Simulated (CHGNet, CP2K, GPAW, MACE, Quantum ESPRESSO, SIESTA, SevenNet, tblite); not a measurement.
## Random rock-salt (Ti, Nb, Ta, Hf)C solid solution (64 atoms) in other programs, against a plane-wave reference

Aim: run random rock-salt (Ti, Nb, Ta, Hf)C solid solution (64 atoms) in several programs and set results and cost side by side. A plane-wave run serves as the reference.

Method: Kohn-Sham DFT, PBE, SSSP efficiency 1.3.0 pseudopotentials, plane waves, in Quantum ESPRESSO 7.5.

**1. Starting point**

The cell holds 64 atoms: 11 Nb, 32 C, 3 Ti, 9 Hf and 9 Ta. Cell: a = 8.990 Å, b = 8.990 Å, c = 8.990 Å, α = 90.0°, β = 90.0°, γ = 90.0°. Rock-salt lattice (a = 4.495 Å, the mean of the end members), 2 x 2 x 2 cells, metal sites filled at random with 3 Ti, 11 Nb, 9 Ta, 9 Hf; every coordinate displaced by a Gaussian of 0.05 Å. Then every atom was moved at random, 0.02 Å r.m.s. a Cartesian component.

**2. Reference: Quantum ESPRESSO, plane waves**

pw.in

```
&control
  calculation = 'scf'
  pseudo_dir = './pseudo'
  outdir = './tmp'
  disk_io = 'none'
  tprnfor = .true.
  tstress = .true.
/
&system
  ibrav = 0
  nat = 64
  ntyp = 5
  ecutwfc = 60
  ecutrho = 480
  nosym = .true.
  occupations = 'smearing'
  smearing = 'fd'
  degauss = 0.003675
/
&electrons
  conv_thr = 3.2e-07
  electron_maxstep = 100
  mixing_beta = 0.2
  mixing_mode = 'local-TF'
  diagonalization = 'david'
/
ATOMIC_SPECIES
Nb 92.906 Nb.upf
C 12.011 C.upf
Ti 47.867 Ti.upf
Hf 178.490 Hf.upf
Ta 180.948 Ta.upf
CELL_PARAMETERS angstrom
8.99000 0.00000 0.00000
0.00000 8.99000 0.00000
0.00000 0.00000 8.99000
ATOMIC_POSITIONS crystal
Nb 0.00654 0.99830 0.00450
C 0.24952 0.00073 0.99288
Ti 0.99333 0.25329 0.24667
C 0.24367 0.25170 0.24979
Hf 0.24766 0.00326 0.24408
C 0.00036 0.00485 0.25415
Ta 0.25007 0.25281 0.00277
C 0.98903 0.25003 0.00986
Ti 0.00170 0.00371 0.48422
C 0.25407 0.99549 0.49847
Ta 0.00496 0.25545 0.75302
C 0.25337 0.24691 0.74894
[... 48 atom lines left out ...]
Nb 0.74751 0.50074 0.75559
C 0.50401 0.49776 0.75201
Hf 0.74250 0.74831 0.50661
C 0.49658 0.74525 0.49022
K_POINTS gamma
```

Launch:

```
> OMP_NUM_THREADS=1 mpirun -np 4 pw.x -in pw.in > output.txt
```

The program printed:

```text
Program PWSCF
     gamma-point specific algorithms are used
     one sub-group per band group will be used
     scalapack distributed-memory algorithm (size of sub-group:  2*  2 procs)
     Parallelization info
     sticks:   dense  smooth     PW     G-vecs:    dense   smooth      PW
     Min        2762    1377    341               217809    76995    9622
     Max        2763    1380    344               217810    76998    9628
     Sum       11049    5513   1369               871239   307987   38497
     bravais-lattice index     =            0
     lattice parameter (alat)  =      16.9886  a.u.
     unit-cell volume          =    4903.1556 (a.u.)^3
     number of atoms/cell      =           64
     number of atomic types    =            5
     number of electrons       =       532.00
[... lines left out ...]
     scf convergence threshold =      3.2E-07
[... lines left out ...]
     number of k points=     1  Fermi-Dirac smearing, width (Ry)=  0.0037
[... lines left out ...]
     total energy              =   -6923.31457199 Ry
[... lines left out ...]
     total energy              =   -6921.95179750 Ry
[... lines left out ...]
     total energy              =   -6918.35512313 Ry
[... lines left out ...]
     total energy              =   -6920.25809810 Ry
[... lines left out ...]
     total energy              =   -6920.25809832 Ry
[... lines left out ...]
   -43.1421 -43.0633 -39.4069 -39.4008 -39.2975 -37.7878 -37.7650 -37.7156
[...]
20.1862  20.2402  20.2732  20.3225  20.3407  20.3849  20.4726  20.4831
    20.5508  20.5661  20.6146  20.6464  20.6730  20.6947  20.7383  20.8076
    20.8350  20.8814  20.8849  20.9221  20.9351  20.9632  21.0013
     the Fermi energy is    18.0087 ev
!    total energy              =   -6920.25809840 Ry
     estimated scf accuracy    <       0.00000021 Ry
     smearing contrib. (-TS)   =      -0.01213846 Ry
     internal energy E=F+TS    =   -6920.24595994 Ry
     The total energy is F=E-TS. E is the sum of the following terms:
     one-electron contribution =    -313.58194951 Ry
     hartree contribution      =     481.81878975 Ry
     xc contribution           =   -1159.59653080 Ry
     ewald contribution        =   -3438.00044422 Ry
     one-center paw contrib.   =   -2490.88582515 Ry
     convergence has been achieved in  19 iterations
     negative rho (up, down):  9.105E-01 0.000E+00
     Forces acting on atoms (cartesian axes, Ry/au):
     atom    1 type  1   force =    -0.03982722    0.03071479   -0.02470150
     atom    2 type  2   force =     0.01085164   -0.00352783   -0.00187386
     atom    3 type  3   force =     0.01079806   -0.00286924    0.01281363
[...]
atom   63 type  4   force =     0.07755543    0.01378207   -0.04912469
     atom   64 type  2   force =     0.03058313    0.03166628    0.04154059
     Total force =     0.586256     Total SCF correction =     0.002118
     Computing stress (Cartesian axis) and pressure
     negative rho (up, down):  9.105E-01 0.000E+00
          total   stress  (Ry/bohr**3)                   (kbar)     P=       52.60
   0.00032369  -0.00002329  -0.00001493           47.62       -3.43       -2.20
  -0.00002329   0.00042555   0.00001634           -3.43       62.60        2.40
  -0.00001493   0.00001634   0.00032354           -2.20        2.40       47.59
     Message from routine punch:
     Nothing written, as per user request (disk_io='none')
```

The job ended after 3.5 min (4 MPI ranks of Arm Neoverse V2, shared host; peak memory 3.5 GiB).

Banners, paths, timers and routine set-up lines are dropped from the logs unmarked, and long logs keep their key lines alone; longer cuts are marked.

Numbers from this run:

```
r.m.s. force component : 1.088 eV/Å
longest force          : 5.203 eV/Å
pressure               : 5.26 GPa
```

**3. Local order**

Density 10.9 g/cm³, 11.35 Å³ an atom.

Pair distribution functions g(r), in bins of 0.2 Å:

```
r (Å)  total   C-C  C-Nb  C-Hf  C-Ta  C-Ti  Nb-Nb
 2.00   0.23  0.00  0.38  0.47  0.47  0.70   0.00
 2.20   4.05  0.00  9.16  7.31  7.69  7.84   0.00
 2.40   1.09  0.00  1.32  2.88  2.54  2.23   0.00
 2.60   0.00  0.00  0.00  0.00  0.00  0.00   0.00
 2.80   0.00  0.00  0.00  0.00  0.00  0.00   0.00
 3.00   0.68  1.27  0.00  0.00  0.00  0.00   1.51
 3.20   4.44  9.01  0.00  0.00  0.00  0.00   8.50
 3.40   0.25  0.46  0.00  0.00  0.00  0.00   0.00
 3.60   0.02  0.00  0.06  0.07  0.00  0.00   0.00
 3.80   1.25  0.00  2.41  2.52  2.71  2.06   0.00
 4.00   1.11  0.00  2.30  2.12  2.06  2.69   0.00
 4.20   0.02  0.03  0.00  0.06  0.00  0.00   0.00
 4.40   0.71  1.37  0.00  0.00  0.00  0.00   0.49
 4.60   0.62  1.25  0.00  0.00  0.00  0.00   0.46
 4.80   0.20  0.03  0.28  0.59  0.30  0.38   0.00
 5.00   3.41  0.00  7.03  6.52  6.80  6.95   0.00
 5.20   0.70  0.00  1.27  1.48  1.48  1.25   0.00
 5.40   1.70  3.36  0.00  0.00  0.00  0.00   3.55
 5.60   1.86  3.78  0.00  0.00  0.00  0.00   4.00
 5.80   0.01  0.02  0.00  0.00  0.00  0.00   0.00
 6.00   0.00  0.00  0.00  0.00  0.00  0.00   0.00
 6.20   0.30  0.59  0.00  0.00  0.00  0.00   0.49
 6.40   1.01  2.04  0.00  0.00  0.00  0.00   2.23
 6.60   0.88  0.05  1.49  1.77  1.75  2.05   0.11
 6.80   2.07  0.01  4.41  4.04  4.09  3.60   0.00
 7.00   1.05  1.96  0.07  0.15  0.13  0.31   1.83
 7.20   1.16  2.31  0.02  0.08  0.02  0.17   2.15
 7.40   1.42  0.01  2.87  2.68  2.95  2.68   0.00
```

Bonds by pair of elements; cutoffs follow the first minimum of g(r), held within bounds set by covalent radii, and pairs that aren't listed don't count as bonded (cutoffs were set anew for this text, so counts can differ from the run's own analysis):

```
pair A-B  cutoff (Å)  bonds  mean length (Å)  spread (Å)  shortest (Å)  B about A  A about B
    C-Nb        2.81     66             2.24       0.071          2.06       2.06          6
    C-Hf        2.94     54             2.26       0.085          2.07       1.69          6
    C-Ta        2.88     54             2.25       0.073          2.08       1.69          6
    C-Ti        2.76     18             2.24       0.065          2.07      0.562          6
```

How many atoms have how many bonded neighbours:

```
element  mean   6
      C     6  32
     Hf     6   9
     Nb     6  11
     Ta     6   9
     Ti     6   3
```

**4. The other programs**

The programs:
- CHGNet: machine-learned potential, published weights.
- CP2K 2026.2: Gaussian basis with GTH pseudopotentials and a plane-wave density; labels give functional, basis (MOLOPT sets; SR short-range, UZH the newer set with its own potentials), grid cutoff/relative cutoff and solver (OT: orbital transformation; TRS4, TC2, SIGN: linear-scaling purification with its sparsity filter), or its built-in tight binding.
- GPAW 26.7.0: PAW with atomic orbitals (LCAO), plane waves or a real-space grid of spacing h.
- MACE: machine-learned potential, published weights.
- Quantum ESPRESSO 7.5: plane waves; labels (QE) give functional, pseudopotential set and cutoffs of waves/density.
- SIESTA 5.4.2: numerical atomic orbitals, whose automatically made sets are far from complete, with PseudoDojo norm-conserving potentials that we converted to its format (checked against plane waves on the same files for H, C, O, Si, Ge and Ca alone); labels give functional, basis size, energy shift and mesh cutoff.
- SevenNet: machine-learned potential, published weights.

All use the same cell and atoms; the electronic-structure runs use the same k-mesh, and an electronic temperature of 580 K (0.05 eV) where levels are smeared.

Differences are against the plane-wave reference, forces as r.m.s. over components; share is that over the reference's r.m.s. force, slope the least-squares factor from reference forces to these. Total energies of different programs have different zeros and aren't compared.

```
                                                                  run  Δ force, r.m.s. (meV/Å)  share (%)  slope  Δ pressure (GPa)  cores  CPU time  memory (GiB)
                                                            reference                        -          -      -                 -      4    14 min           3.5
                                               CHGNet 0.3.0 potential                      474       43.6  0.603              2.72      1       3 s          0.93
        CP2K PBE, DZVP-MOLOPT-SR, 400/50 Ry, diagonalisation (coarse)                     66.2       6.08  0.980             -3.50      4    13 min           5.0
                 CP2K PBE, DZVP-MOLOPT-SR, 800/50 Ry, diagonalisation                     66.2       6.09  0.980             -3.49      4    12 min           7.0
                 CP2K PBE, DZVP-MOLOPT-SR, 800/70 Ry, diagonalisation                     66.1       6.08  0.980             -3.50      4    15 min           7.0
         CP2K PBE, SZV-MOLOPT-SR, 800/50 Ry, diagonalisation (coarse)                      413       38.0  0.757             -18.7      2   4.4 min           3.4
CP2K RPBE, PBE potentials, DZVP-MOLOPT-SR, 800/50 Ry, diagonalisation                     71.5       6.57  0.980            -0.915      4    13 min           7.0
                                GPAW PBE, LCAO dzp, h 0.28 Å (coarse)                      162       14.9  1.103                 -      1   5.6 min          0.98
                                          MACE MPA-0 medium potential                      250       23.0  0.876              3.06      1     6.7 s             1
                               QE PBE, dojo-0.4.1-standard, 80/320 Ry                     6.31      0.580  0.998            -0.157      1   9.5 min           1.4
                                          QE PBE, gbrv-1.5, 40/200 Ry                     15.8       1.45  1.004            -0.977      2   6.1 min           1.1
                          SIESTA PBE, DZP, shift 0.01 Ry, mesh 500 Ry                     69.3       6.37  1.003              2.18      2    13 min           2.4
                 SIESTA PBE, DZP, shift 0.04 Ry, mesh 500 Ry (coarse)                     94.4       8.68  0.943             -6.87      2   5.9 min           1.6
                       SIESTA PBEsol, DZP, shift 0.01 Ry, mesh 500 Ry                     71.5       6.58  0.986             -5.35      2    13 min           2.4
                                              SevenNet l3i5 potential                      377       34.6  0.774              3.75      1     8.2 s           1.3
```

Rows marked coarse were listed beforehand as settings not expected to be converged; some can still land near the reference.

Times of the machine-learned potentials are mostly Python's start and the loading of weights.

CPU time is summed over cores on a shared host, where runs went side by side, so it is rough. Symmetry, cutoffs, thresholds, outputs and thread counts weren't matched or tuned between programs; memory under MPI is the largest rank's times the ranks.

Runs without a result: tblite GFN1-xTB (not converged, the SCF not settling); GPAW PBE, LCAO dzp, h 0.2 Å (cut off at its time limit of 11 min); GPAW PBE, LCAO sz(dzp), h 0.2 Å (cut off at its time limit of 3.4 min); GPAW PBE, LCAO dzp, h 0.2 Å, other mixer settings (cut off at its time limit of 18 min); GPAW revPBE, LCAO dzp, h 0.2 Å (cut off at its time limit of 11 min).

Mean charges by element (e), by run and scheme:

```
                                                                  run     scheme     Nb      C     Ti     Hf     Ta
                 CP2K PBE, DZVP-MOLOPT-SR, 800/50 Ry, diagonalisation   Mulliken  +0.31  -0.32  +0.07  +0.40  +0.34
                 CP2K PBE, DZVP-MOLOPT-SR, 800/50 Ry, diagonalisation  Hirshfeld  +0.47  -0.35  +0.20  +0.26  +0.33
                 CP2K PBE, DZVP-MOLOPT-SR, 800/70 Ry, diagonalisation   Mulliken  +0.31  -0.32  +0.07  +0.40  +0.34
                 CP2K PBE, DZVP-MOLOPT-SR, 800/70 Ry, diagonalisation  Hirshfeld  +0.47  -0.35  +0.20  +0.26  +0.33
CP2K RPBE, PBE potentials, DZVP-MOLOPT-SR, 800/50 Ry, diagonalisation   Mulliken  +0.35  -0.35  +0.10  +0.43  +0.36
CP2K RPBE, PBE potentials, DZVP-MOLOPT-SR, 800/50 Ry, diagonalisation  Hirshfeld  +0.47  -0.35  +0.21  +0.27  +0.34
                          SIESTA PBE, DZP, shift 0.01 Ry, mesh 500 Ry  Hirshfeld  +0.45  -0.36  +0.13  +0.27  +0.43
                       SIESTA PBEsol, DZP, shift 0.01 Ry, mesh 500 Ry  Hirshfeld  +0.44  -0.35  +0.12  +0.26  +0.42
```

Within one program, basis, potentials and functional, energies share a zero. Each run against its twin at the usual cutoff or grid and solver:

```
                                                 run                                        twin  Δ energy (meV/atom)  Δ force, r.m.s. (meV/Å)  CPU time over the twin's
CP2K PBE, DZVP-MOLOPT-SR, 400/50 Ry, diagonalisation  DZVP-MOLOPT-SR, 800/50 Ry, diagonalisation               0.0287                     4.34                       1.1
CP2K PBE, DZVP-MOLOPT-SR, 800/70 Ry, diagonalisation  DZVP-MOLOPT-SR, 800/50 Ry, diagonalisation               0.0179                     2.32                       1.2
```

**5. What came out**

```yaml
reference_r_m_s_force_component: 1.09 eV/Å
nearest_in_forces: QE PBE, dojo-0.4.1-standard, 80/320 Ry, 0.58 %
farthest_in_forces: CHGNet 0.3.0 potential, 44 %
cheapest_electronic_structure_run_beside_the_reference: CP2K PBE, SZV-MOLOPT-SR, 800/50 Ry, diagonalisation, 4.4 min of CPU time
```

**Reading.** PBE on plane waves or a grid with other potentials, cutoffs or grids, coarse settings apart, differs from the reference by 0.58 % (QE PBE, dojo-0.4.1-standard, 80/320 Ry) to 1.4 % (QE PBE, gbrv-1.5, 40/200 Ry) of the r.m.s. force; this holds the reference's own error, so differences of a few per cent don't tell which side is nearer the exact PBE result. The PBE runs in local orbitals, coarse settings apart, differ by 6.1 % (CP2K PBE, DZVP-MOLOPT-SR, 800/70 Ry, diagonalisation) to 6.4 % (SIESTA PBE, DZP, shift 0.01 Ry, mesh 500 Ry); basis, grid and potentials can all enter. Machine-learned potentials differ by 23 % (MACE MPA-0 medium potential) to 44 % (CHGNet 0.3.0 potential); they were trained on other programs' data. Among those trained on PBE data the slope goes as low as 0.60, which softening far from their training structures can give, though the reference's k-sampling is untested too. Rows with another functional or a dispersion term differ by 6.6 % in each run, which mixes the change of model with differences of basis and potentials, some of them made for another functional. Runs with settings chosen to be coarse differ by 6.1 % (CP2K PBE, DZVP-MOLOPT-SR, 400/50 Ry, diagonalisation) to 38 % (CP2K PBE, SZV-MOLOPT-SR, 800/50 Ry, diagonalisation), their programs' other errors included. Of the electronic-structure runs that take under half the reference's CPU time, QE PBE, gbrv-1.5, 40/200 Ry comes nearest, at 1.4 % in 6.1 min against 14 min. GPAW PBE, LCAO dzp, h 0.28 Å stiffens the forces by a factor of 1.10 while following their directions (correlation 0.995). In pressure, CP2K PBE, SZV-MOLOPT-SR, 800/50 Ry, diagonalisation misses by -18.7 GPa, at the same functional. Charges hang on scheme and program or settings: among these rows the mean for Hf runs from +0.26 to +0.43 e. In the reference: levels near the Fermi energy are neither full nor empty under the smearing, so no gap is quoted. In the reference: for some of the pairs, g(r) has its first main peak near 3.18 Å (C-C), 2.23 Å (C-Nb), 2.26 Å (C-Hf), 2.24 Å (C-Ta), 2.25 Å (C-Ti) and 3.17 Å (Nb-Nb). The reference's pressure holds the uncorrected Pulay stress of its 60 Ry basis, so small pressure differences, and their order, may be the reference's own error. Machine-learned potentials mimic data converged in k, so the reference's own k-point error enters their differences. The host structure and its lattice constant were typed by rule, without a check against the phase diagram. The reference's pressure of 5.3 GPa belongs to a cell and atoms that aren't relaxed at this level. The electronic-structure runs sample only Γ, in a cell whose shortest periodic width is 9 Å, which is coarse for a cell with partly filled levels. Spin–orbit coupling is left out, which matters for the levels of the heavy elements.

[Also dropped from logs without a mark: logging warnings of Python, and SIESTA's first energy breakdown and zero terms.]

[Logs are printed without paths, hosts, clocks, repeated set-up lines and the standing remarks that a program may print on its own settings, such as how far it seeks lower states.]

[Hosts, paths, dates, database ids (printed as entryN), source tags and the programs' standing remarks are cut or masked in the printed files.]
